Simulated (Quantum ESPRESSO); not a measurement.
## KF (Carobbiite): the optical phonon under strain

Wanted: the shift of the optical mode of KF (Carobbiite) in a strained (001) layer.

Calculated with Quantum ESPRESSO 7.5; DFT LDA, scalar-relativistic, plane waves, JTH PAW pseudopotentials.

## (1) The relaxed structure

It takes space group Fm-3m (No. 225, cubic). The conventional cell has a = 5.175 Å, b = 5.175 Å, c = 5.175 Å, α = 90.00°, β = 90.00°, γ = 90.00°. Nearest to K lie 6 F at 2.59 Å. Nearest to F lie 6 K at 2.59 Å. Farther neighbours and most contacts between anions are not listed.

Coordinates:

```
K F
1.0
    -2.58747    0.00000    2.58747
     0.00000    2.58747    2.58747
    -2.58747    2.58747    0.00000
K F
1 1
Direct
  0.00000 0.00000 0.00000
  0.50000 0.50000 0.50000
```

This is the cell after its relaxation at this level of theory, not the database cell from which that began.

## (2) Uniaxial strain

The relaxed cell is stretched along z alone. This keeps all atoms on sites fixed by symmetry and splits the threefold mode into a singlet, polarised along z, and a doublet. The macroscopic field is left out, so these are transverse modes. Cutoff 60 Ry, k mesh 8×8×8.

From the response at ε_zz = 0.01:

The program printed:

```text
[banners, grids, parts of the stress and lines that vanish by symmetry left out]
Program PHONON v.7.5
     Reading xml data from directory:

[...]
Exchange-correlation= PW
                           (   1   4   0   0   0   0   0)
[...]
kinetic-energy cut-off    =      60.0000  Ry
     charge density cut-off    =     480.0000  Ry
     convergence threshold     =      1.0E-18
[...]
Exchange-correlation= PW
                           (   1   4   0   0   0   0   0)
[...]
q = (   0.0000000   0.0000000   0.0000000 )
     17 Sym.Ops. (with q -> -q+G )
     G cutoff =  587.2216  (  41895 G-vectors)     FFT grid: ( 50, 50, 50)
     G cutoff =  293.6108  (  14833 G-vectors)  smooth grid: ( 36, 36, 36)
     number of k points=    59
[...]
Mode symmetry, D_4h(4/mmm) point group:
[...]
Representation #   1 mode #   1
[...]
End of self-consistent calculation
     Convergence has been achieved
     Representation #   2 mode #   2
[...]
End of self-consistent calculation
     Convergence has been achieved
     Representation #   3 modes #   3   4
[...]
End of self-consistent calculation
     Convergence has been achieved
     Representation #   4 modes #   5   6
[...]
End of self-consistent calculation
     Convergence has been achieved
[...]
q = (    0.000000000   0.000000000   0.000000000 )
[...]
freq (    1) =       0.025221 [THz] =       0.841288 [cm-1]
     freq (    2) =       0.061099 [THz] =       2.038039 [cm-1]
     freq (    3) =       0.061099 [THz] =       2.038039 [cm-1]
     freq (    4) =       5.821403 [THz] =     194.181101 [cm-1]
     freq (    5) =       6.375829 [THz] =     212.674750 [cm-1]
     freq (    6) =       6.375829 [THz] =     212.674750 [cm-1]
[...]
Mode symmetry, D_4h(4/mmm) point group:
     freq (   1-   1) =          0.8  [cm-1]   --> A_2u X_4' M_4'  I
     freq (   2-   3) =          2.0  [cm-1]   --> E_u  X_5' M_5'  I
     freq (   4-   4) =        194.2  [cm-1]   --> A_2u X_4' M_4'  I
     freq (   5-   6) =        212.7  [cm-1]   --> E_u  X_5' M_5'  I

   JOB DONE.
```

| ε_zz | singlet (cm⁻¹) | doublet (cm⁻¹) | σ_zz (GPa) | σ_xx (GPa) |
| --- | --- | --- | --- | --- |
| -0.005 | 220.71 | 211.18 | -0.083 | 0.327 |
| 0 | 211.73 | 211.73 | 0.412 | 0.412 |
| 0.005 | 202.89 | 212.24 | 0.875 | 0.496 |
| 0.01 | 194.18 | 212.67 | 1.305 | 0.578 |

Stress is counted positive in tension.

## (3) The fit

To first order ω² − ω₀² = p ε_zz + q (ε_xx + ε_yy) for the mode along z, and likewise for x and y. With ε_zz alone the singlet gives p and the doublet q.

The linear terms of parabolas through ω² are p = -16.84 ω₀² and q = 1.00 ω₀², with ω₀ = 211.7 cm⁻¹. Those of the stresses are C11 = 96 GPa and C12 = 17 GPa. Under hydrostatic strain p and q imply γ = −(p + 2q)/(6 ω₀²) = 2.47.

A layer held to an in-plane strain ε and free along z takes ε_zz = −2 (C12/C11) ε = -0.353 ε. To first order the singlet then shifts by (q − p C12/C11) ε / ω₀ = 840 ε cm⁻¹. For ε = 0.006, ε_zz = -0.00212, the formulas for ω² predict 216.72 cm⁻¹ for the singlet and 201.18 cm⁻¹ for the doublet.

## (4) A biaxially strained cell

This run was no part of the fit.

The program printed:

```text
[banners, grids, parts of the stress and lines that vanish by symmetry left out]
[banner, memory and clock lines left out]
Program PHONON v.7.5

[...]
Exchange-correlation= PW
                           (   1   4   0   0   0   0   0)
[...]
kinetic-energy cut-off    =      60.0000  Ry
     charge density cut-off    =     480.0000  Ry
     convergence threshold     =      1.0E-18
[...]
Exchange-correlation= PW
                           (   1   4   0   0   0   0   0)
[...]
q = (   0.0000000   0.0000000   0.0000000 )
     17 Sym.Ops. (with q -> -q+G )
     G cutoff =  583.6463  (  41863 G-vectors)     FFT grid: ( 50, 50, 50)
     G cutoff =  291.8231  (  14857 G-vectors)  smooth grid: ( 36, 36, 36)
     number of k points=    59
[...]
Mode symmetry, D_4h(4/mmm) point group:
[...]
Representation #   1 mode #   1
[...]
End of self-consistent calculation
     Convergence has been achieved
     Representation #   2 mode #   2
[...]
End of self-consistent calculation
     Convergence has been achieved
     Representation #   3 modes #   3   4
[...]
End of self-consistent calculation
     Convergence has been achieved
     Representation #   4 modes #   5   6
[...]
End of self-consistent calculation
     Convergence has been achieved
[...]
q = (    0.000000000   0.000000000   0.000000000 )
[...]
freq (    1) =      -0.030915 [THz] =      -1.031204 [cm-1]
     freq (    2) =       0.044309 [THz] =       1.477981 [cm-1]
     freq (    3) =       0.044309 [THz] =       1.477981 [cm-1]
     freq (    4) =       6.041478 [THz] =     201.522007 [cm-1]
     freq (    5) =       6.041478 [THz] =     201.522007 [cm-1]
     freq (    6) =       6.495294 [THz] =     216.659677 [cm-1]
[...]
Mode symmetry, D_4h(4/mmm) point group:
     freq (   1-   1) =         -1.0  [cm-1]   --> A_2u X_4' M_4'  I
     freq (   2-   3) =          1.5  [cm-1]   --> E_u  X_5' M_5'  I
     freq (   4-   5) =        201.5  [cm-1]   --> E_u  X_5' M_5'  I
     freq (   6-   6) =        216.7  [cm-1]   --> A_2u X_4' M_4'  I
```

| mode | predicted (cm⁻¹) | run (cm⁻¹) |
| --- | --- | --- |
| singlet | 216.72 | 216.66 |
| doublet | 201.18 | 201.52 |

The stress along z is 0.410 GPa and that in the plane 1.024 GPa; the unstrained cell carries 0.412 GPa.

## (5) What came out

| Item | Value |
| --- | --- |
| p (in units of the squared frequency) | -16.84 |
| q (same units) | 0.9974 |
| shift of the singlet per unit of biaxial strain | 840 cm⁻¹ |
| C11 and C12 | 96 and 17 GPa |

What this shows: To first order, one per cent of tensile biaxial strain moves the singlet of KF (Carobbiite) by 8.4 cm⁻¹ and the doublet by -17.1 cm⁻¹; the formulas miss the test run by up to 0.34 cm⁻¹. In the rock-salt structure this mode is infrared active and has no first-order Raman line. The third potential, r, needs shear strain, which was not run. Runs of the series that gave no result are left out: uni-0.01-ph (refused). These are harmonic values at zero temperature.

[Host names and launcher messages were left out of these logs when they were recorded.]

[Logs are printed without paths, hosts, clocks, repeated set-up lines and the standing remarks that a program may print on its own settings, such as how far it seeks lower states.]

[Hosts, paths, dates, database ids (printed as entryN), source tags and the programs' standing remarks are cut or masked in the printed files.]
